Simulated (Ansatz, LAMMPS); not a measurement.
## Aqueous Li+ and Br-, 0.8 mol of salt per kg of water at 280 K (203 atoms): where an added charge goes

Does an extra electron or hole in aqueous Li+ and Br-, 0.8 mol of salt per kg of water at 280 K (203 atoms) stay spread out, or do the atoms trap it?

Calculated with Ansatz 0.2.0; Kohn-Sham DFT, PBE+D4, PAW (set soft_2), plane waves.

## Step 1: Starting point

The cell holds 203 atoms: 67 O, 134 H, 1 Li and 1 Br. Its edges and angles: a = 12.704 Å, b = 12.704 Å, c = 12.704 Å, α = 90.0°, β = 90.0°, γ = 90.0°. 67 H2O, 1 Li+, 1 Br- placed at random, at 1.05 g/cm³; overlaps pushed apart, then 10 ps at 420 K with Joung-Cheatham ions (J. Phys. Chem. B 112, 9020 (2008)); SPC/E water (Berendsen, Grigera and Straatsma, J. Phys. Chem. 91, 6269 (1987)). Snapshot after 20 ps at 280 K and fixed volume.

What the set-up can't give: The network of contacts between molecules at the start is that of the classical potential that made the cell, and needn't be the one that DFT or experiment would give. The Brillouin zone is sampled at Γ only, in a cell whose shortest periodic width is 13 Å. The liquid is relaxed first, so the results are those of a frozen frame at zero temperature.

## Step 2: Single point at the start

A single point comes first, to see the forces before anything moves.

Input file input.yaml:

```yaml
crystal:
  lattice:
    - [12.70351, 0.0, 0.0]
    - [0.0, 12.70351, 0.0]
    - [0.0, 0.0, 12.70351]
  atoms:
    - { symbol: O, position: [0.67126, 0.17085, 0.42422] }
    - { symbol: H, position: [0.71313, 0.13317, 0.36924] }
    - { symbol: H, position: [0.63624, 0.11824, 0.47116] }
    - { symbol: O, position: [0.26393, 0.24175, 0.78589] }
    - { symbol: H, position: [0.21118, 0.23484, 0.84391] }
    - { symbol: H, position: [0.30999, 0.17793, 0.78456] }
    - { symbol: O, position: [0.30749, 0.234, 0.51135] }
    - { symbol: H, position: [0.37354, 0.2561, 0.47466] }
    - { symbol: H, position: [0.31682, 0.16161, 0.54084] }
    - { symbol: O, position: [0.89578, 0.10522, 0.50933] }
    - { symbol: H, position: [0.89569, 0.05363, 0.56878] }
    - { symbol: H, position: [0.84724, 0.08007, 0.45269] }
    - { symbol: O, position: [0.12853, 0.18894, 0.94309] }
    - { symbol: H, position: [0.07637, 0.24204, 0.96872] }
    - { symbol: H, position: [0.14419, 0.13761, 0.00068] }
    - { symbol: O, position: [0.75212, 0.20331, 0.01264] }
    - { symbol: H, position: [0.69597, 0.23002, 0.06092] }
    - { symbol: H, position: [0.74043, 0.12673, 0.99864] }
    - { symbol: O, position: [0.13069, 0.86162, 0.01054] }
    - { symbol: H, position: [0.10926, 0.931, 0.04092] }
    - { symbol: H, position: [0.11467, 0.86064, 0.93348] }
    - { symbol: O, position: [0.86895, 0.04368, 0.72495] }
    - { symbol: H, position: [0.82649, 0.10993, 0.72716] }
    - { symbol: H, position: [0.94542, 0.06131, 0.73111] }
    - { symbol: O, position: [0.70489, 0.51935, 0.94456] }
    - { symbol: H, position: [0.76827, 0.47367, 0.93492] }
    - { symbol: H, position: [0.70802, 0.57957, 0.89395] }
    - { symbol: O, position: [0.48327, 0.0766, 0.28321] }
    - { symbol: H, position: [0.43203, 0.10459, 0.33601] }
    - { symbol: H, position: [0.51233, 0.00801, 0.30866] }
    - { symbol: O, position: [0.40733, 0.08583, 0.0613] }
    - { symbol: H, position: [0.40672, 0.16422, 0.05406] }
    [... 165 atom lines left out ...]
    - { symbol: H, position: [0.01053, 0.38958, 0.08419] }
    - { symbol: O, position: [0.22796, 0.64946, 0.87387] }
    - { symbol: H, position: [0.17943, 0.69801, 0.83534] }
    - { symbol: H, position: [0.20811, 0.6475, 0.95002] }
    - { symbol: Li, position: [0.31215, 0.36581, 0.69618] }
    - { symbol: Br, position: [0.57865, 0.8387, 0.30186] }
kpoints:
  mp_grid: { grid: [1, 1, 1] }
hamiltonian:
  xc: pbe
  dispersion: d4
scf:
  occupations: { method: fixed }
output:
  forces: true
```

On the command line:

```sh
ansatz run input.yaml --threads 4 --pin off --max-ram 8192MiB --backend cpu --events-out ev --progress --plain --runs-dir out
```

The program printed:

```text
Engine: ansatz 0.2.0, x86_64-unknown-linux-gnu
Pseudopotentials: kind: paw
Pseudopotential: O, paw, valence charge 6, recommended cutoff 420 eV (normal), O.paw.azcp
Pseudopotential: H, paw, valence charge 1, recommended cutoff 420 eV (normal), H.paw.azcp
Pseudopotential: Li, paw, valence charge 3, recommended cutoff 420 eV (normal), Li.paw.azcp
Pseudopotential: Br, paw, valence charge 7, recommended cutoff 420 eV (normal), Br.paw.azcp
Functional definition: PBE
  parameter kappa = 0.804
  parameter beta = 0.066725
  exchange = pbe_x(kappa = kappa, mu = beta*pi^2/3)
  correlation = pbe_c(beta = beta)
Crystal: 203 atoms, lattice volume = 2050.082 Å³
Basis set: ecut = 420 eV, 40099 PW (Γ), exchange–correlation on 180×180×180 points (8 copies of the dense FFT grid, shifted against one another)
Bands: 476, of which v1, the nominal top of the filled ones, is band 273 counted from 1 (272 counted from 0)
Symmetry: 1 space group operations
Space group: P1 (ITA 1), of the structure as read, at distance tolerance 1.3e-4 Å
k-points: 1
Non-local potential: O, projectors of the file, l = 0: 2, l = 1: 2, l = 2: 1
Non-local potential: H, projectors of the file, l = 0: 2, l = 1: 1
Non-local potential: Li, projectors of the file, l = 0: 3, l = 1: 2, l = 2: 1
Non-local potential: Br, projectors of the file, l = 0: 2, l = 1: 2, l = 2: 2
PAW form: soft (Blöchl's): semilocal exchange-correlation on the pseudo side does not see the compensation charge
PAW one-centre angular grid: O, 110 points (default); XC on 64 Gauss nodes
PAW one-centre angular grid: H, 110 points (default); XC on 64 Gauss nodes
PAW one-centre angular grid: Li, 110 points (default); XC on 64 Gauss nodes
PAW one-centre angular grid: Br, 110 points (default); XC on 64 Gauss nodes
Initial density: superposition of atomic densities (neutral atoms: chi_scale 0, normalization atom), corrected by the library's trained network
Initial wavefunctions: pseudopotential atomic-orbital guess
Functional: x = pbe(κ = 0.804, μ = 0.219515), c = pbe(β = 0.066725)
SCF iter   1: F=—  HF=-43171.563920 eV  |F-HF|=—  |Δ(HF+E_count)|=         —  Δρ=2.77e-3  dr2=1.70e-1  ethr=1.77e-3  ⟨swp⟩=5.0  Hψ=1507  notcnv=0  defer=199
preconditioner: auto → Resta (q_TF=auto, 2.188 Å⁻¹)  ε∞=2.1  [insulator: Δε(μ)=4.313 eV  Ē_g=17.870 eV  n_scr=364 (ndim 8)  ℏωp=19.1 eV  f_vac=0.272  ε∞_Penn≈2.1]
SCF iter   2: F=—  HF=-43171.460403 eV  |F-HF|=—  |Δ(HF+E_count)|=   1.04e-1  Δρ=1.32e-3  dr2=3.55e-2  ethr=3.11e-5  ⟨swp⟩=2.0  Hψ=694  notcnv=0  defer=201
SCF iter   3: F=—  HF=-43171.425996 eV  |F-HF|=—  |Δ(HF+E_count)|=   3.44e-2  Δρ=5.59e-4  dr2=8.87e-3  ethr=6.50e-6  ⟨swp⟩=3.0  Hψ=497  notcnv=0  defer=81
automatic band count: iteration 3 solves 356 bands in place of 476: the levels show a gap, and the empty bands left out lie too high to hold charge; the band table lists the bands solved (type scf.n_extra_bands for more)
SCF iter   4: F=—  HF=-43171.423115 eV  |F-HF|=—  |Δ(HF+E_count)|=   2.88e-3  Δρ=1.63e-4  dr2=6.28e-4  ethr=1.63e-6  ⟨swp⟩=3.0  Hψ=497  notcnv=0  defer=81
SCF iter   5: F=—  HF=-43171.423169 eV  |F-HF|=—  |Δ(HF+E_count)|=   5.39e-5  Δρ=7.49e-5  dr2=9.58e-5  ethr=1.15e-7  ⟨swp⟩=2.0  Hψ=491  notcnv=0  defer=81
SCF iter   6: F=—  HF=-43171.423739 eV  |F-HF|=—  |Δ(HF+E_count)|=   5.69e-4  Δρ=2.95e-5  dr2=1.28e-5  ethr=1.75e-8  ⟨swp⟩=2.0  Hψ=614  notcnv=0  defer=81
SCF iter   7: F=—  HF=-43171.423738 eV  |F-HF|=—  |Δ(HF+E_count)|=   9.57e-7  Δρ=6.28e-6  dr2=7.32e-7  ethr=2.34e-9  ⟨swp⟩=2.0  Hψ=534  notcnv=0  defer=81
SCF iter   8: F=—  HF=-43171.423738 eV  |F-HF|=—  |Δ(HF+E_count)|=   4.76e-7  Δρ=3.46e-6  dr2=1.96e-7  ethr=1.83e-11  ⟨swp⟩=5.0  Hψ=1202  notcnv=0
SCF iter   9: F=-43171.423738 eV  HF=-43171.423738 eV  |F-HF|=1.21e-9  |Δ(HF+E_count)|=   1.15e-8  Δρ=8.86e-7  dr2=1.33e-8  ethr=1.83e-11  ⟨swp⟩=4.0  Hψ=1042  notcnv=0
SCF 1 converged in 9 iterations: F = -43171.423738 eV  dr2 = 1.33e-8
  greatest PAW one-centre occupation: 1.000 electrons in one spin orbital (limit 2), on the Li atom at site 201 (counted from 0), in its partial waves of l = 0
SCF converged after 9 iterations
Free energy (F): -43171.423738 eV
Harris-Foulkes:  -43171.423738 eV  (|F-HF|=1.21e-9)
Internal energy: -43171.423738 eV  (E = F + TS)
E sigma→0 (E₀):  -43171.423738 eV
Fermi energy:    -2.145781 eV
--- Per-component energies (eV) ---
  E_band       = -5272.182277
  E_kinetic    = 13678.710564
  E_local      = -42640.921489  (includes V_loc(G=0)·N_el)
  E_nonlocal   = 3484.151213
  E_hartree    = 15319.498488
  E_xc         = -6354.700930
  E_vxc        = -7886.901380  (∫ρ·V_xc dr)
  E_paw        = -12965.475030  (= ΣΔE_a)
  E_vpaw       = -2546.228954  (= ΣTr[D̂ρ^β])
  E_aug_tail   = 0.012623  (compensation charges beyond the density's cutoff)
  E_ewald      = -13686.575987
  E_disp       = -6.123192  (pairwise vdW)
  E_smearing   = -0.000000  (= −TS)
  E_closure    = -0.000000  (closes the sum)
  Σ components = -43171.423738   (vs F -43171.423738, Δ=0.00e0)
--- Forces (eV/Å), atoms counted from 1 ---
  atom   1  O      0.02186940     0.05598063    -0.64857319
  atom   2  H     -0.57385729     0.15466012     0.69637309
  atom   3  H      0.27399690     0.04040989     0.03483396
  atom   4  O      0.11336251    -0.08540856    -0.32206695
  atom   5  H      0.93019449    -0.17246937    -0.30441081
  atom   6  H     -0.63113826     0.60648899     0.60260320
  atom   7  O      0.79590879    -0.59044772    -0.39710891
  atom   8  H     -0.12560259    -0.06263407     0.76577424
  atom   9  H     -0.26957112     0.42502537    -0.19216412
  atom  10  O      0.09638653    -0.39466472     0.29907698
  atom  11  H     -0.46361627     0.69547636    -0.91514941
  atom  12  H      0.74256339    -0.16616573     0.65652595
  atom  13  O     -0.52862894    -0.31031368     0.25747564
  atom  14  H      0.83854633    -0.36583338     0.10984996
[...]
atom 202  Li    -0.12089915     0.06608117     0.25401640
  atom 203  Br     0.28662129     0.32964705    -0.10122364
  max |Σ_I F_I| component: 3.88e-5 eV/Å
```

Run time: 10 s. Hardware: 4 threads of Intel Xeon 6975P-C (Granite Rapids), shared host; peak memory 2.7 GiB.

The r.m.s. force at the start is 0.48 eV/Å.

## Step 3: Relaxation

The atoms are relaxed in the fixed cell, aiming at the force tolerance of the input.

Input file input.yaml:

```yaml
crystal:
  lattice:
    - [12.70351, 0.0, 0.0]
    - [0.0, 12.70351, 0.0]
    - [0.0, 0.0, 12.70351]
  atoms:
    [... the 203 atom lines of step 2 ...]
kpoints:
  mp_grid: { grid: [1, 1, 1] }
hamiltonian:
  xc: pbe
  dispersion: d4
scf:
  occupations: { method: fixed }
output:
  forces: true
relax:
  f_tol: 0.06
  max_steps: 150
```

The program printed:

```text
[...]
Crystal: 203 atoms, lattice volume = 2050.082 Å³
Basis set: ecut = 420 eV, 40099 PW (Γ), exchange–correlation on 180×180×180 points (8 copies of the dense FFT grid, shifted against one another)
Bands: 476, of which v1, the nominal top of the filled ones, is band 273 counted from 1 (272 counted from 0)
Symmetry: 1 space group operations
[...]
k-points: 1
[...]
SCF iter   1: F=—  HF=-43171.563919 eV  |F-HF|=—  |Δ(HF+E_count)|=         —  Δρ=2.77e-3  dr2=1.70e-1  ethr=1.77e-3  ⟨swp⟩=5.0  Hψ=1507  notcnv=0  defer=199
[...]
SCF iter   6: F=-43171.423732 eV  HF=-43171.423739 eV  |F-HF|=6.51e-6  |Δ(HF+E_count)|=   1.13e-5  Δρ=2.96e-5  dr2=1.28e-5  ethr=1.65e-8  ⟨swp⟩=4.0  Hψ=1042  notcnv=0
SCF 1 converged in 6 iterations: F = -43171.423732 eV  dr2 = 1.28e-5
[...]
relax step   1: F+E_penalty+E_count = -43171.42373224 eV  Δ(F+E_penalty+E_count) = +0.000e0 eV  max|allowed force component| = 1.396e0 eV/Å  Δτ_max = 0.0000 Å  (6 SCF iters, dr2 threshold 9.00e-5 eV, accepted)
[... from here on, the SCF cycles and remarks between the steps are left out ...]
relax step   2: F+E_penalty+E_count = -43175.94683272 eV  Δ(F+E_penalty+E_count) = -4.523e0 eV  max|allowed force component| = 1.264e0 eV/Å  Δτ_max = 0.1949 Å  (7 SCF iters, dr2 threshold 1.00e-4 eV, accepted)
relax step   3: F+E_penalty+E_count = -43177.38847820 eV  Δ(F+E_penalty+E_count) = -1.442e0 eV  max|allowed force component| = 9.841e-1 eV/Å  Δτ_max = 0.2000 Å  (7 SCF iters, dr2 threshold 9.99e-5 eV, accepted)
relax step   4: F+E_penalty+E_count = -43178.55523531 eV  Δ(F+E_penalty+E_count) = -1.167e0 eV  max|allowed force component| = 8.782e-1 eV/Å  Δτ_max = 0.1949 Å  (6 SCF iters, dr2 threshold 1.00e-4 eV, accepted)
relax step   5: F+E_penalty+E_count = -43179.14706749 eV  Δ(F+E_penalty+E_count) = -5.918e-1 eV  max|allowed force component| = 3.607e-1 eV/Å  Δτ_max = 0.1946 Å  (6 SCF iters, dr2 threshold 1.00e-4 eV, accepted)
relax step   6: F+E_penalty+E_count = -43179.51446180 eV  Δ(F+E_penalty+E_count) = -3.674e-1 eV  max|allowed force component| = 2.124e-1 eV/Å  Δτ_max = 0.2000 Å  (7 SCF iters, dr2 threshold 2.19e-5 eV, accepted)
relax step   7: F+E_penalty+E_count = -43179.73867462 eV  Δ(F+E_penalty+E_count) = -2.242e-1 eV  max|allowed force component| = 2.927e-1 eV/Å  Δτ_max = 0.2000 Å  (8 SCF iters, dr2 threshold 7.61e-6 eV, accepted)
relax step   8: F+E_penalty+E_count = -43179.85938074 eV  Δ(F+E_penalty+E_count) = -1.207e-1 eV  max|allowed force component| = 6.463e-1 eV/Å  Δτ_max = 0.1945 Å  (7 SCF iters, dr2 threshold 2.97e-5 eV, accepted)
relax step   9: F+E_penalty+E_count = -43179.93464930 eV  Δ(F+E_penalty+E_count) = -7.527e-2 eV  max|allowed force component| = 7.324e-1 eV/Å  Δτ_max = 0.1948 Å  (6 SCF iters, dr2 threshold 1.00e-4 eV, accepted)
relax step  10: F+E_penalty+E_count = -43180.06533619 eV  Δ(F+E_penalty+E_count) = -1.307e-1 eV  max|allowed force component| = 2.912e-1 eV/Å  Δτ_max = 0.2000 Å  (6 SCF iters, dr2 threshold 1.00e-4 eV, accepted)
relax step  11: F+E_penalty+E_count = -43180.15601616 eV  Δ(F+E_penalty+E_count) = -9.068e-2 eV  max|allowed force component| = 1.503e-1 eV/Å  Δτ_max = 0.1916 Å  (7 SCF iters, dr2 threshold 1.34e-5 eV, accepted)
relax step  12: F+E_penalty+E_count = -43180.21393301 eV  Δ(F+E_penalty+E_count) = -5.792e-2 eV  max|allowed force component| = 2.828e-1 eV/Å  Δτ_max = 0.1948 Å  (8 SCF iters, accepted)
relax step  13: F+E_penalty+E_count = -43180.25655354 eV  Δ(F+E_penalty+E_count) = -4.262e-2 eV  max|allowed force component| = 6.486e-1 eV/Å  Δτ_max = 0.1961 Å  (7 SCF iters, dr2 threshold 2.13e-5 eV, accepted)
relax step  14: F+E_penalty+E_count = -43180.30797593 eV  Δ(F+E_penalty+E_count) = -5.142e-2 eV  max|allowed force component| = 4.674e-1 eV/Å  Δτ_max = 0.1901 Å  (5 SCF iters, dr2 threshold 1.00e-4 eV, accepted)
relax step  15: F+E_penalty+E_count = -43180.35933728 eV  Δ(F+E_penalty+E_count) = -5.136e-2 eV  max|allowed force component| = 3.780e-1 eV/Å  Δτ_max = 0.1950 Å  (5 SCF iters, dr2 threshold 1.00e-4 eV, accepted)
relax step  16: F+E_penalty+E_count = -43180.41183788 eV  Δ(F+E_penalty+E_count) = -5.250e-2 eV  max|allowed force component| = 2.473e-1 eV/Å  Δτ_max = 0.1950 Å  (6 SCF iters, dr2 threshold 7.42e-5 eV, accepted)
relax step  17: F+E_penalty+E_count = -43180.45908927 eV  Δ(F+E_penalty+E_count) = -4.725e-2 eV  max|allowed force component| = 3.549e-1 eV/Å  Δτ_max = 0.1950 Å  (6 SCF iters, dr2 threshold 2.62e-5 eV, accepted)
relax step  18: F+E_penalty+E_count = -43180.49789662 eV  Δ(F+E_penalty+E_count) = -3.881e-2 eV  max|allowed force component| = 4.661e-1 eV/Å  Δτ_max = 0.1984 Å  (6 SCF iters, dr2 threshold 5.39e-5 eV, accepted)
relax step  19: F+E_penalty+E_count = -43180.53502577 eV  Δ(F+E_penalty+E_count) = -3.713e-2 eV  max|allowed force component| = 2.555e-1 eV/Å  Δτ_max = 0.1183 Å  (6 SCF iters, dr2 threshold 1.00e-4 eV, accepted)
relax step  20: F+E_penalty+E_count = -43180.57224467 eV  Δ(F+E_penalty+E_count) = -3.722e-2 eV  max|allowed force component| = 2.687e-1 eV/Å  Δτ_max = 0.1343 Å  (7 SCF iters, dr2 threshold 1.96e-5 eV, accepted)
relax step  21: F+E_penalty+E_count = -43180.61614080 eV  Δ(F+E_penalty+E_count) = -4.390e-2 eV  max|allowed force component| = 1.146e-1 eV/Å  Δτ_max = 0.2000 Å  (7 SCF iters, dr2 threshold 2.17e-5 eV, accepted)
relax step  22: F+E_penalty+E_count = -43180.64894670 eV  Δ(F+E_penalty+E_count) = -3.281e-2 eV  max|allowed force component| = 6.502e-1 eV/Å  Δτ_max = 0.1949 Å  (10 SCF iters, accepted)
relax step  23: F+E_penalty+E_count = -43180.70964394 eV  Δ(F+E_penalty+E_count) = -6.070e-2 eV  max|allowed force component| = 4.162e-1 eV/Å  Δτ_max = 0.1940 Å  (6 SCF iters, dr2 threshold 7.70e-5 eV, accepted)
relax step  24: F+E_penalty+E_count = -43180.77893413 eV  Δ(F+E_penalty+E_count) = -6.929e-2 eV  max|allowed force component| = 4.317e-1 eV/Å  Δτ_max = 0.1902 Å  (5 SCF iters, dr2 threshold 7.10e-5 eV, accepted)
relax step  25: F+E_penalty+E_count = -43180.83233636 eV  Δ(F+E_penalty+E_count) = -5.340e-2 eV  max|allowed force component| = 3.254e-1 eV/Å  Δτ_max = 0.1913 Å  (5 SCF iters, dr2 threshold 7.64e-5 eV, accepted)
relax step  26: F+E_penalty+E_count = -43180.86905938 eV  Δ(F+E_penalty+E_count) = -3.672e-2 eV  max|allowed force component| = 5.684e-1 eV/Å  Δτ_max = 0.1961 Å  (6 SCF iters, dr2 threshold 6.01e-5 eV, accepted)
[...]
relax step  40: F+E_penalty+E_count = -43181.32812531 eV  Δ(F+E_penalty+E_count) = -6.603e-2 eV  max|allowed force component| = 5.240e-1 eV/Å  Δτ_max = 0.1987 Å  (6 SCF iters, dr2 threshold 1.00e-4 eV, accepted)
relax step  41: F+E_penalty+E_count = -43181.38006060 eV  Δ(F+E_penalty+E_count) = -5.194e-2 eV  max|allowed force component| = 3.090e-1 eV/Å  Δτ_max = 0.1903 Å  (6 SCF iters, dr2 threshold 1.00e-4 eV, accepted)
relax step  42: F+E_penalty+E_count = -43181.40976853 eV  Δ(F+E_penalty+E_count) = -2.971e-2 eV  max|allowed force component| = 4.289e-1 eV/Å  Δτ_max = 0.1840 Å  (6 SCF iters, dr2 threshold 3.32e-5 eV, accepted)
relax step  43: F+E_penalty+E_count = -43181.44577402 eV  Δ(F+E_penalty+E_count) = -3.601e-2 eV  max|allowed force component| = 1.974e-1 eV/Å  Δτ_max = 0.1938 Å  (6 SCF iters, dr2 threshold 6.40e-5 eV, accepted)
relax step  44: F+E_penalty+E_count = -43181.47968634 eV  Δ(F+E_penalty+E_count) = -3.391e-2 eV  max|allowed force component| = 1.066e-1 eV/Å  Δτ_max = 0.2000 Å  (7 SCF iters, dr2 threshold 8.25e-6 eV, accepted)
relax step  45: F+E_penalty+E_count = -43181.49725083 eV  Δ(F+E_penalty+E_count) = -1.756e-2 eV  max|allowed force component| = 1.624e-1 eV/Å  Δτ_max = 0.0636 Å  (8 SCF iters, accepted)
relax step  46: F+E_penalty+E_count = -43181.50070887 eV  Δ(F+E_penalty+E_count) = -3.458e-3 eV  max|allowed force component| = 2.053e-1 eV/Å  Δτ_max = 0.0486 Å  (6 SCF iters, dr2 threshold 7.69e-6 eV, accepted)
relax step  47: F+E_penalty+E_count = -43181.50684834 eV  Δ(F+E_penalty+E_count) = -6.139e-3 eV  max|allowed force component| = 1.281e-1 eV/Å  Δτ_max = 0.0642 Å  (5 SCF iters, dr2 threshold 4.21e-5 eV, accepted)
relax step  48: F+E_penalty+E_count = -43181.50921014 eV  Δ(F+E_penalty+E_count) = -2.362e-3 eV  max|allowed force component| = 3.482e-2 eV/Å  Δτ_max = 0.0347 Å  (6 SCF iters, dr2 threshold 6.39e-6 eV, accepted)
relax step  49: F+E_penalty+E_count = -43181.50921039 eV  Δ(F+E_penalty+E_count) = -2.520e-7 eV  max|allowed force component| = 3.480e-2 eV/Å  Δτ_max = 0.0000 Å  (3 SCF iters, accepted)
SCF converged after 3 iterations
Free energy (F): -43181.509210 eV
[...]
Internal energy: -43181.509210 eV  (E = F + TS)
E sigma→0 (E₀):  -43181.509210 eV
Fermi energy:    -2.043749 eV
[...]
Σ components = -43181.509210   (vs F -43181.509210, Δ=0.00e0)
--- Forces (eV/Å), atoms counted from 1 ---
  atom   1  O      0.00355165    -0.00657010    -0.00063109
  atom   2  H     -0.00200121     0.00375564     0.00115921
  atom   3  H     -0.00130873     0.00194561     0.00064062
  atom   4  O     -0.00784672    -0.00555645     0.00869388
[...]
atom 203  Br     0.00429387     0.00335581     0.00122326
  max |Σ_I F_I| component: 1.25e-4 eV/Å
--- Relaxed structure (49 steps of the walk, 49 accepted, 0 SCFs on fresh bases) ---
  F+E_penalty+E_count = -43181.50921039 eV   max|allowed force component| = 3.480e-2 eV/Å
  atoms:
    - { symbol: O, position: [0.651705, 0.149668, 0.484492] }
    - { symbol: H, position: [0.697633, 0.107766, 0.436936] }
    - { symbol: H, position: [0.630099, 0.101256, 0.542702] }
    - { symbol: O, position: [0.290705, 0.270069, 0.805251] }
[...]
- { symbol: Br, position: [0.559719, 0.844289, 0.304027] }
```

Elapsed: 6.9 min, on 4 threads; peak memory 2.6 GiB.

The relaxation converged after 49 steps, 10.1 eV below its start, with a largest force component of 0.035 eV/Å.

[end of part 1 of 4]

[Long decimals in the printed logs are rounded to 6 places.]

[Logs are printed without paths, hosts, clocks, repeated set-up lines and the standing remarks that a program may print on its own settings, such as how far it seeks lower states.]

[Hosts, paths, dates, database ids (printed as entryN), source tags and the programs' standing remarks are cut or masked in the printed files.]
